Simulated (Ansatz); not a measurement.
# C(111), H replaced by OH in a 2x2 cell: modes of surface species, part 2 of 3

Aim: bond lengths and vibrational modes of species bound on C(111), H replaced by OH in a 2x2 cell.

Ansatz 0.2.0; DFT PBE, scalar-relativistic, plane waves, PAW; PAW set soft_1.

So far. Step 2 (Relaxation of the host): The forces vanish by symmetry. Step 3 (Relaxation in the fixed cell: 2 OH and 2 H): The largest force component left on a free atom is 1.8 meV/Å.

### 4. Force constants among chosen sites: 2 OH and 2 H

Only 14 sites are displaced (8 C, 2 O and 4 H), with their periodic images, and all others stay at rest. This gives the modes that are localised on these sites for less work than the whole matrix.

Input file input.yaml:

```yaml
crystal:
  lattice:
    - [5.0510051567, 0.0, 0.0]
    - [-2.5255025783, 4.3743016845, 0.0]
    - [0.0, 0.0, 38.8619296529]
  atoms:
    - { symbol: C, position: [0.0, 0.0, 0.2213958757] }
    - { symbol: C, position: [1.0, 0.5, 0.2213958757] }
    - { symbol: C, position: [0.5, 0.0, 0.2213958757] }
    - { symbol: C, position: [0.5, 0.5, 0.2213958757] }
    - { symbol: C, position: [0.166667, 0.333333, 0.2346608961] }
    - { symbol: C, position: [0.166667, 0.833333, 0.2346608961] }
    - { symbol: C, position: [0.666667, 0.333333, 0.2346608961] }
    - { symbol: C, position: [0.666667, 0.833333, 0.2346608961] }
    - { symbol: C, position: [0.1666877547, 0.3333373138, 0.2743797162] }
    - { symbol: C, position: [0.1666877547, 0.8333373138, 0.2743797162] }
    - { symbol: C, position: [0.6666300712, 0.3333361423, 0.2744868446] }
    - { symbol: C, position: [0.6666300712, 0.8333361423, 0.2744868446] }
    - { symbol: C, position: [0.3325921617, 0.1662759588, 0.287648628] }
    - { symbol: C, position: [0.3325921617, 0.6662759588, 0.287648628] }
    - { symbol: C, position: [0.8340009743, 0.1670561182, 0.2877194084] }
    - { symbol: C, position: [0.8340009743, 0.6670561182, 0.2877194084] }
    - { symbol: C, position: [0.3336273284, 0.1667809571, 0.3274853824] }
    - { symbol: C, position: [0.3336273284, 0.6667809571, 0.3274853824] }
    - { symbol: C, position: [0.8319622049, 0.1660109822, 0.3276939488] }
    - { symbol: C, position: [0.8319622049, 0.6660109822, 0.3276939488] }
    - { symbol: C, position: [-0.0003363134, -4.9512e-05, 0.3406859043] }
    - { symbol: C, position: [0.9996636866, 0.499950488, 0.3406859043] }
    - { symbol: C, position: [0.498669683, -0.0006969274, 0.3402102716] }
    - { symbol: C, position: [0.498669683, 0.4993030726, 0.3402102716] }
    - { symbol: H, position: [0.0, 0.0, 0.1930772928] }
    - { symbol: H, position: [1.0, 0.5, 0.1930772928] }
    - { symbol: H, position: [0.5, 0.0, 0.1930772928] }
    - { symbol: H, position: [0.5, 0.5, 0.1930772928] }
    - { symbol: O, position: [-0.0046552831, 0.0082791258, 0.377788161] }
    - { symbol: H, position: [0.0100403574, -0.1691382544, 0.3863489387] }
    - { symbol: O, position: [0.9953447169, 0.5082791258, 0.377788161] }
    - { symbol: H, position: [0.0100403574, 0.3308617456, 0.3863489387] }
    - { symbol: H, position: [0.4983062215, -0.001542855, 0.3684395351] }
    - { symbol: H, position: [0.4983062215, 0.498457145, 0.3684395351] }
  periodic: [true, true, false]
kpoints:
  mp_grid: { grid: [4, 4, 1] }
hamiltonian:
  xc: pbe
  pseudopotentials: { kind: paw, azcp: { folder: soft_1 } }
scf:
  occupations: { method: gaussian, width: 0.03 }
output:
  eigenvalues: true
phonons:
  method: fd
  supercell: [1, 1, 1]
  displaced_sites: [16, 17, 18, 19, 20, 21, 22, 23, 28, 29, 30, 31, 32, 33]
  rigid_motions: translations
```

Started as:

```sh
$ ansatz run input.yaml --threads 8 --pin off --max-ram 20480MiB --backend cpu --events-out ev --progress --plain --runs-dir out
```

Numbers of over 12 decimals in the logs are rounded to 6 here.

Log:

```text
[...]
Crystal: 34 atoms, lattice volume = 858.640 Å³
Basis set: ecut = 420 eV, 16935 PW (Γ), exchange–correlation on 72×72×540 points (8 copies of the dense FFT grid, shifted against one another)
Bands: 92, of which v1, the nominal top of the filled ones, is band 58 counted from 1 (57 counted from 0)
Symmetry: 2 space group operations
k-points: 10 of 16 (time reversal used)
[...]
SCF iter   1: F=—  HF=-7293.724415 eV  |F-HF|=—  |Δ(HF+E_count)|=         —  Δρ=6.80e-2  dr2=3.38e1  ethr=3.10e-3  ⟨swp⟩=11.6  Hψ=6894  notcnv=0  defer=178
[...]
SCF iter  13: F=-7282.182986 eV  HF=-7282.182986 eV  |F-HF|=3.46e-10  |Δ(HF+E_count)|=  7.69e-10  Δρ=8.92e-8  dr2=3.09e-11  ethr=1.00e-12  ⟨swp⟩=47.6  Hψ=15654  notcnv=0
SCF 1 converged in 13 iterations: F = -7282.182986 eV  dr2 = 3.09e-11
[...]
Symmetry: 1 space group operations
[...]
SCF iter   8: F=-7282.182951 eV  HF=-7282.182951 eV  |F-HF|=2.92e-10  |Δ(HF+E_count)|=  5.46e-12  Δρ=2.52e-8  dr2=4.53e-12  ethr=1.00e-12  ⟨swp⟩=8.8  Hψ=5133  notcnv=0
SCF 2 converged in 8 iterations: F = -7282.182951 eV  dr2 = 4.53e-12
[...]
SCF iter   5: F=-7282.182952 eV  HF=-7282.182952 eV  |F-HF|=3.78e-10  |Δ(HF+E_count)|=  7.00e-11  Δρ=1.46e-8  dr2=1.38e-12  ethr=1.00e-12  ⟨swp⟩=8.7  Hψ=4938  notcnv=0
SCF 3 converged in 5 iterations: F = -7282.182952 eV  dr2 = 1.38e-12
[...]
SCF iter   9: F=-7282.182918 eV  HF=-7282.182918 eV  |F-HF|=5.24e-10  |Δ(HF+E_count)|=  1.25e-10  Δρ=7.62e-9  dr2=3.06e-13  ethr=1.00e-12  ⟨swp⟩=7.0  Hψ=4162  notcnv=0
SCF 4 converged in 9 iterations: F = -7282.182918 eV  dr2 = 3.06e-13
[...]
SCF iter   5: F=-7282.182917 eV  HF=-7282.182917 eV  |F-HF|=8.64e-11  |Δ(HF+E_count)|=  2.45e-10  Δρ=1.79e-8  dr2=1.89e-12  ethr=1.00e-12  ⟨swp⟩=8.7  Hψ=4996  notcnv=0
SCF 5 converged in 5 iterations: F = -7282.182917 eV  dr2 = 1.89e-12
[...]
SCF iter   8: F=-7282.182950 eV  HF=-7282.182950 eV  |F-HF|=2.92e-10  |Δ(HF+E_count)|=  3.55e-10  Δρ=2.04e-8  dr2=2.04e-12  ethr=1.00e-12  ⟨swp⟩=8.7  Hψ=5027  notcnv=0
SCF 6 converged in 8 iterations: F = -7282.182950 eV  dr2 = 2.04e-12
[...]
SCF iter   5: F=-7282.182950 eV  HF=-7282.182950 eV  |F-HF|=2.06e-10  |Δ(HF+E_count)|=  5.37e-11  Δρ=1.92e-8  dr2=2.26e-12  ethr=1.00e-12  ⟨swp⟩=8.7  Hψ=5056  notcnv=0
SCF 7 converged in 5 iterations: F = -7282.182950 eV  dr2 = 2.26e-12
[...]
SCF iter   9: F=-7282.182845 eV  HF=-7282.182845 eV  |F-HF|=3.00e-11  |Δ(HF+E_count)|=  9.73e-11  Δρ=1.01e-8  dr2=5.40e-13  ethr=1.00e-12  ⟨swp⟩=7.8  Hψ=4209  notcnv=0
SCF 8 converged in 9 iterations: F = -7282.182845 eV  dr2 = 5.40e-13
[...]
SCF iter   5: F=-7282.182845 eV  HF=-7282.182845 eV  |F-HF|=1.16e-10  |Δ(HF+E_count)|=  1.82e-12  Δρ=1.93e-8  dr2=1.74e-12  ethr=1.00e-12  ⟨swp⟩=8.0  Hψ=5222  notcnv=0
SCF 9 converged in 5 iterations: F = -7282.182845 eV  dr2 = 1.74e-12
[...]
SCF 10 converged in 9 iterations: F = -7282.182843 eV  dr2 = 5.84e-13
[...]
SCF 11 converged in 5 iterations: F = -7282.182844 eV  dr2 = 1.26e-12
[...]
SCF 12 converged in 11 iterations: F = -7282.182854 eV  dr2 = 2.92e-12
[...]
SCF 13 converged in 5 iterations: F = -7282.182848 eV  dr2 = 1.41e-12
[...]
SCF 14 converged in 9 iterations: F = -7282.182970 eV  dr2 = 1.50e-12
[...]
SCF 15 converged in 5 iterations: F = -7282.182970 eV  dr2 = 1.72e-12
[...]
SCF 16 converged in 8 iterations: F = -7282.182971 eV  dr2 = 1.89e-12
[...]
SCF 17 converged in 5 iterations: F = -7282.182970 eV  dr2 = 1.58e-12
[...]
SCF 18 converged in 9 iterations: F = -7282.182888 eV  dr2 = 1.21e-12
[...]
SCF 19 converged in 5 iterations: F = -7282.182888 eV  dr2 = 1.59e-12
[...]
SCF 20 converged in 8 iterations: F = -7282.182855 eV  dr2 = 5.23e-12
[...]
SCF 21 converged in 5 iterations: F = -7282.182850 eV  dr2 = 1.41e-12
[...]
SCF 22 converged in 8 iterations: F = -7282.182855 eV  dr2 = 3.58e-12
[...]
SCF 23 converged in 5 iterations: F = -7282.182851 eV  dr2 = 1.66e-12
[...]
SCF 24 converged in 9 iterations: F = -7282.182808 eV  dr2 = 6.16e-12
[...]
SCF 25 converged in 5 iterations: F = -7282.182810 eV  dr2 = 1.29e-12
[...]
SCF 26 converged in 9 iterations: F = -7282.182847 eV  dr2 = 4.99e-13
[...]
SCF 27 converged in 5 iterations: F = -7282.182843 eV  dr2 = 1.80e-12
[...]
SCF 28 converged in 9 iterations: F = -7282.182848 eV  dr2 = 4.99e-13
[...]
SCF 29 converged in 5 iterations: F = -7282.182845 eV  dr2 = 2.14e-12
[...]
SCF 30 converged in 9 iterations: F = -7282.182853 eV  dr2 = 3.19e-12
[...]
SCF 31 converged in 5 iterations: F = -7282.182848 eV  dr2 = 1.21e-12
[...]
SCF 32 converged in 9 iterations: F = -7282.182929 eV  dr2 = 3.50e-12
[...]
SCF 33 converged in 6 iterations: F = -7282.182927 eV  dr2 = 1.40e-12
[...]
SCF iter   9: F=-7282.182874 eV  HF=-7282.182874 eV  |F-HF|=5.82e-11  |Δ(HF+E_count)|=  7.64e-11  Δρ=1.57e-8  dr2=3.33e-12  ethr=1.00e-12  ⟨swp⟩=8.6  Hψ=4893  notcnv=0
SCF 34 converged in 9 iterations: F = -7282.182874 eV  dr2 = 3.33e-12
[...]
SCF iter   5: F=-7282.182873 eV  HF=-7282.182873 eV  |F-HF|=1.16e-10  |Δ(HF+E_count)|=  9.09e-11  Δρ=2.23e-8  dr2=2.33e-12  ethr=1.00e-12  ⟨swp⟩=8.1  Hψ=4959  notcnv=0
SCF 35 converged in 5 iterations: F = -7282.182873 eV  dr2 = 2.33e-12
[...]
SCF iter  10: F=-7282.182882 eV  HF=-7282.182882 eV  |F-HF|=2.91e-10  |Δ(HF+E_count)|=  1.55e-10  Δρ=1.88e-8  dr2=4.41e-12  ethr=1.00e-12  ⟨swp⟩=7.0  Hψ=4611  notcnv=0
SCF 36 converged in 10 iterations: F = -7282.182882 eV  dr2 = 4.41e-12
[...]
SCF iter   5: F=-7282.182888 eV  HF=-7282.182888 eV  |F-HF|=4.06e-10  |Δ(HF+E_count)|=  1.05e-10  Δρ=3.03e-8  dr2=3.51e-12  ethr=1.00e-12  ⟨swp⟩=7.8  Hψ=5230  notcnv=0
SCF 37 converged in 5 iterations: F = -7282.182888 eV  dr2 = 3.51e-12
[...]
SCF iter   8: F=-7282.182845 eV  HF=-7282.182845 eV  |F-HF|=2.91e-10  |Δ(HF+E_count)|=    0.00e0  Δρ=2.14e-8  dr2=5.90e-12  ethr=1.00e-12  ⟨swp⟩=8.7  Hψ=4936  notcnv=0
SCF 38 converged in 8 iterations: F = -7282.182845 eV  dr2 = 5.90e-12
[...]
SCF iter   5: F=-7282.182855 eV  HF=-7282.182855 eV  |F-HF|=8.73e-11  |Δ(HF+E_count)|=  1.36e-10  Δρ=1.37e-8  dr2=1.60e-12  ethr=1.00e-12  ⟨swp⟩=8.5  Hψ=4990  notcnv=0
SCF 39 converged in 5 iterations: F = -7282.182855 eV  dr2 = 1.60e-12
[...]
SCF iter   9: F=-7282.182843 eV  HF=-7282.182843 eV  |F-HF|=1.45e-10  |Δ(HF+E_count)|=  1.01e-10  Δρ=9.63e-9  dr2=3.88e-13  ethr=1.00e-12  ⟨swp⟩=7.1  Hψ=4196  notcnv=0
SCF 40 converged in 9 iterations: F = -7282.182843 eV  dr2 = 3.88e-13
[...]
SCF iter   5: F=-7282.182849 eV  HF=-7282.182849 eV  |F-HF|=1.15e-10  |Δ(HF+E_count)|=  1.91e-10  Δρ=1.29e-8  dr2=1.34e-12  ethr=1.00e-12  ⟨swp⟩=8.4  Hψ=5015  notcnv=0
SCF 41 converged in 5 iterations: F = -7282.182849 eV  dr2 = 1.34e-12
[...]
SCF iter   9: F=-7282.182856 eV  HF=-7282.182856 eV  |F-HF|=3.00e-11  |Δ(HF+E_count)|=  4.55e-11  Δρ=1.29e-8  dr2=8.78e-13  ethr=1.00e-12  ⟨swp⟩=8.3  Hψ=4922  notcnv=0
SCF 42 converged in 9 iterations: F = -7282.182856 eV  dr2 = 8.78e-13
[...]
SCF iter   5: F=-7282.182855 eV  HF=-7282.182855 eV  |F-HF|=5.82e-11  |Δ(HF+E_count)|=  1.46e-11  Δρ=1.42e-8  dr2=1.02e-12  ethr=1.00e-12  ⟨swp⟩=8.6  Hψ=4951  notcnv=0
SCF 43 converged in 5 iterations: F = -7282.182855 eV  dr2 = 1.02e-12
SCF converged after 13 iterations
Free energy (F): -7282.182986 eV
[...]
Internal energy: -7282.182986 eV  (E = F + TS)
E sigma→0 (E₀):  -7282.182986 eV
Fermi energy:    -2.729792 eV
[...]
--- Forces (eV/Å), atoms counted from 1 ---
  atom   1  C      0.00161333     0.00089065     1.03946184
  atom   2  C      0.00161333     0.00089065     1.03946184
  atom   3  C     -0.00081926    -0.00084060     1.06632063
  atom   4  C     -0.00081926    -0.00084060     1.06632063
  atom   5  C     -0.01704289    -0.01077429    -0.92166381
  atom   6  C     -0.01704289    -0.01077429    -0.92166381
  atom   7  C      0.01590915     0.01064228    -0.84988694
  atom   8  C      0.01590915     0.01064228    -0.84988694
  atom   9  C      0.00022232     0.00016823     0.00005633
  atom  10  C      0.00022232     0.00016823     0.00005633
  atom  11  C     -0.00017164    -0.00011364     0.00014867
  atom  12  C     -0.00017164    -0.00011364     0.00014867
  atom  13  C     -0.00020230    -0.00051597    -0.00031288
  atom  14  C     -0.00020230    -0.00051597    -0.00031288
  atom  15  C      0.00016607     0.00001509    -0.00028887
  atom  16  C      0.00016607     0.00001509    -0.00028887
  atom  17  C     -0.00010944    -0.00015193     0.00093480
  atom  18  C     -0.00010944    -0.00015193     0.00093480
  atom  19  C      0.00077182     0.00053007     0.00099356
  atom  20  C      0.00077182     0.00053007     0.00099356
  atom  21  C     -0.00183247    -0.00119357     0.00025730
  atom  22  C     -0.00183247    -0.00119357     0.00025730
  atom  23  C      0.00099457     0.00075627    -0.00005370
  atom  24  C      0.00099457     0.00075627    -0.00005370
  atom  25  H     -0.00101357    -0.00068186    -0.16829745
  atom  26  H     -0.00101357    -0.00068186    -0.16829745
  atom  27  H      0.00132939     0.00085457    -0.16597718
  atom  28  H      0.00132939     0.00085457    -0.16597718
  atom  29  O      0.00034993     0.00017787    -0.00140185
  atom  30  H     -0.00019561     0.00018546    -0.00010806
  atom  31  O      0.00034993     0.00017787    -0.00140185
  atom  32  H     -0.00019561     0.00018546    -0.00010806
  atom  33  H      0.00003134     0.00005037    -0.00018368
  atom  34  H      0.00003134     0.00005037    -0.00018368
  max |Σ_I F_I| component: 2.58e-6 eV/Å
--- Band table (eV; the first three rows and the last of 10) ---
  k-point 0: bands = [... 54 lower, -5.1536, -5.1285, -4.1608, -4.1453, -1.3143 (-1.3144°), -0.3233, -0.1993, 0.7350, ... 30 higher]
  k-point 1: bands = [... 54 lower, -5.8520, -5.7573, -5.4816, -4.6973, -0.9417 (-0.9418°), 0.1362, 0.2689, 1.0063, ... 30 higher]
  k-point 2: bands = [... 54 lower, -6.1683, -6.1683, -5.6998, -5.6998, 0.1022 (0.1022°), 0.1022 (0.1022°), 1.2785 (1.2779°), 1.2785 (1.2779°), ... 30 higher]
  k-point 9: bands = [... 54 lower, -6.1465, -6.1465, -5.6898, -5.6898, 0.1024 (0.1024°), 0.1024 (0.1024°), 1.2816 (1.2810°), 1.2816 (1.2810°), ... 30 higher]
  ° read free of the cell's end (the report's vacuum.weakly_bound_levels)
--- Phonons: 42 displaced members + reference (amplitude 0.0025 Å, Σ member SCF iterations 292) ---
  symmetry images taken by strict's conditions (phonons.symmetry_images: auto; settled by no image being taken that strict refuses)
  force constants formed among 14 of 34 sites (C 16, C 17, C 18, C 19, C 20, C 21, C 22, C 23, O 28, H 29, O 30, H 31, H 32, H 33); the other 20 at rest. The modes move the named sites alone.
  the frequencies, the zero-point energy and the sums are of the block with the acoustic sum rule laid on its rows. Row sums over every site: 7.3e-4 eV/Å² at the most
  transpose residual: 3.4e-4 eV/Å²
  largest component of a force at the reference: 1.8e-3 eV/Å on a named site, 1.1e0 eV/Å on a site at rest
  frequencies among the named sites at Γ of the cell (cm⁻¹): 224.70 224.95 254.72 371.56 380.65 389.70 484.68 516.13 544.89 624.69 631.31 638.98 655.58 720.37 755.89 800.08 862.45 933.15 996.11 1004.63 1046.90 1063.39 1064.63 1084.68 1103.98 1117.68 1184.47 1184.63 1186.04 1196.06 1232.28 1239.64 1279.38 1282.18 1316.77 1318.30 1394.46 1478.39 3019.49 3022.86 3145.23 3310.66
  unstable modes among the named sites: 0
  frequencies as built, with no sum rule (cm⁻¹): 224.70 224.95 254.72 371.56 380.66 389.70 484.68 516.16 544.90 624.70 631.31 638.98 655.58 720.37 755.92 800.08 862.46 933.17 996.11 1004.63 1046.91 1063.39 1064.63 1084.69 1103.99 1117.68 1184.48 1184.63 1186.04 1196.06 1232.28 1239.64 1279.39 1282.20 1316.79 1318.32 1394.51 1478.44 3019.48 3022.85 3145.23 3310.66
  zero-point energy: 2.869447 eV/cell   skipped modes (ω ≤ 0): 0
  not written: the harmonic force-constant file, the file of eigenvectors (these modes' are written with the force constants), the density of states and the dispersion, which are of every site
```

Elapsed: 11 min, on 8 threads of Arm Neoverse N1, shared host; peak memory 3 GiB; 80 min of CPU time.

The column dr2 measures how far the density is from self-consistency, as an energy; F and HF (Harris–Foulkes) agree once it is small.

The other atoms of the cell are at rest; shares are of the kinetic energy, a minus sign marks an imaginary mode, and where like sites share a mode the one named is one choice of several; the 36 highest of 42 modes. Modes of the displaced sites:

```
mode  frequency (cm⁻¹)  share of C (%)  share of O (%)  share of H (%)  site with the largest share  its share (%)
   7             484.7              28              70               3                          O29             35
   8             516.1               2               2              97                          H30             48
   9             544.9              11              79               9                          O29             40
  10             624.7              90               2               8                          C24             22
  11             631.3              79              15               6                          C23             27
  12             639.0              87               5               8                          C17             15
  13             655.6              93               3               4                          C22             15
  14             720.4              89               3               7                          C24             36
  15             755.9               3               0              96                          H32             48
  16             800.1              72               6              22                          C18             26
  17             862.5              72               9              19                          C19             20
  18             933.1              76               1              23                          C20             24
  19             996.1              77              21               2                          C22             33
  20            1004.6              72              24               4                          C21             21
  21            1046.9              89               1              11                          C21             21
  22            1063.4              99               0               1                          C17             16
  23            1064.6              99               0               0                          C19             23
  24            1084.7              66               0              34                          C18             17
  25            1104.0              88               0              12                          C20             16
  26            1117.7              99               0               0                          C18             24
  27            1184.5              60               0              40                          H34             18
  28            1184.6              95               0               4                          C17             20
  29            1186.0              98               0               1                          C19             16
  30            1196.1              98               1               1                          C17             17
  31            1232.3              91               0               9                          C19             19
  32            1239.6              95               1               5                          C17             16
  33            1279.4              73               0              27                          C23             17
  34            1282.2              29               0              71                          H34             35
  35            1316.8              38               0              62                          H33             31
  36            1318.3              33               0              67                          H34             34
  37            1394.5              24               8              68                          H30             34
  38            1478.4               9               6              86                          H32             43
  39            3019.5               8               0              92                          H33             46
  40            3022.9               7               0              93                          H34             46
  41            3145.2               0               6              94                          H30             47
  42            3310.7               0               6              94                          H30             47
```

The same force constants with another mass on the added atoms, against the natural mean mass; listed are the real modes with at least half of their motion on these atoms, followed through small steps of mass, less those that pass through avoided crossings, where the squared overlap of new and old mass-weighted patterns is under 0.8. Modes after a change of mass:

```
substitution  mode  frequency (cm⁻¹)  after (cm⁻¹)  ratio
         18O     3             254.7         240.7  1.058
         18O     7             484.7         464.6  1.043
         18O     9             544.9         519.3  1.049
     D for H    39            3019.5        2220.2   1.36
     D for H    40            3022.9        2222.8   1.36
     D for H    41            3145.2        2292.6  1.372
     D for H    42            3310.7        2411.9  1.373
```

The highest mode of the block lies at 3310.7 cm⁻¹; the acoustic sum rule moved it by 0.0 cm⁻¹.

[end of part 2 of 3]

[Logs are printed without paths, hosts, clocks, repeated set-up lines and the standing remarks that a program may print on its own settings, such as how far it seeks lower states.]

[Hosts, paths, dates, database ids (printed as entryN), source tags and the programs' standing remarks are cut or masked in the printed files.]
